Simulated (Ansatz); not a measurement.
## From r2SCAN to G0W0: CaTiN2 (Pmmn)

It takes space group Pmmn (No. 59, orthorhombic). Conventional cell: a = 3.613 Å, b = 3.937 Å, c = 7.542 Å, α = 90.00°, β = 90.00°, γ = 90.00°. Nearest to Ca lie 7 N at 2.37 to 3.02 Å. Ti has 5 N at 1.84 to 2.03 Å nearest. Nearest to N lie 4 Ti at 2.02 to 2.03 Å and 2 Ca at 3.02 Å. N has 1 Ti at 1.84 Å and 5 Ca at 2.37 to 2.67 Å nearest. Farther neighbours and most contacts between anions are not listed.

```
method                                               : DFT, r2SCAN, plane waves, PAW (and 1 further level or step)
program                                              : Ansatz 0.2.0
settings of one run                                  : cutoff 500 eV, 6×6×4 k-mesh, smearing width 0.02 eV, default PAW
cost                                                 : 2 runs, 24 s in all on 1 × NVIDIA H100 80GB HBM3 (shared by 3 runs) with 3 threads of AMD EPYC 7R13 (Zen 3), shared host (the runs of this entry)
notes                                                : Geometry: measured cell, ions relaxed with r2SCAN. From 145 bands and 60 eV to 720 bands and 200 eV the gap moves by 1.901 − 1.734 = +0.167 eV (rung by rung 1.734, 1.789, 1.901 eV); bands and screening cutoff rise together, so their parts are not told apart. A line in one over the bands through the two highest rungs gives 1.901 + (1.901 − 1.789) × 352 / (720 − 352) = 2.008 eV, and through the pair below 1.789 + (1.789 − 1.734) × 145 / (352 − 145) = 1.828 eV. Carried level by level, other states would bound the gap (1.988 eV), so the limit is not known.
r2SCAN gap over mesh and path                        : 1.075 eV, direct, at k = Γ
G0W0@r2SCAN gap over 9 of 18 irreducible mesh points : 1.901 eV, direct, at k = Γ
GW settings                                          : 4×4×2 mesh, 688 empty bands, screening to 200 eV
known limits                                         : finite bands, screening cutoff and k mesh; no spin-orbit coupling in G0W0
```

Over 9 of 18 irreducible mesh points the G0W0 gap is 1.901 eV, direct, at k = Γ. The r2SCAN gap of this run on the mesh is 1.070 eV. Other states bound it: the two that bound the G0W0 gap lie 1.189 eV apart in r2SCAN, so state for state the correction is 1.901 − 1.189 = +0.712 eV, while gap against gap it is 1.901 − 1.070 = +0.831 eV. The valence state moves by 9.587 − 9.697 = −0.110 eV and the conduction state by 11.487 − 10.886 = +0.601 eV, on the run's own scale; with 145 bands the edge states move by +0.618 and +1.163 eV, so the split between the edges depends on the bands and cutoff.

[Paths, hosts, dates, memory and timing lines, banners, echoed tables and standing remarks are left out of the program output.]

[Logs are printed without paths, hosts, clocks, repeated set-up lines and the standing remarks that a program may print on its own settings, such as how far it seeks lower states.]

[Runs of the session that timed out or met a known fault of the program may be left out.]

[Cells called generated may have been cut or substituted from an entry of the Crystallography Open Database or the Materials Project.]

[Hosts, paths, dates, database ids (printed as entryN), source tags and the programs' standing remarks are cut or masked in the printed files.]
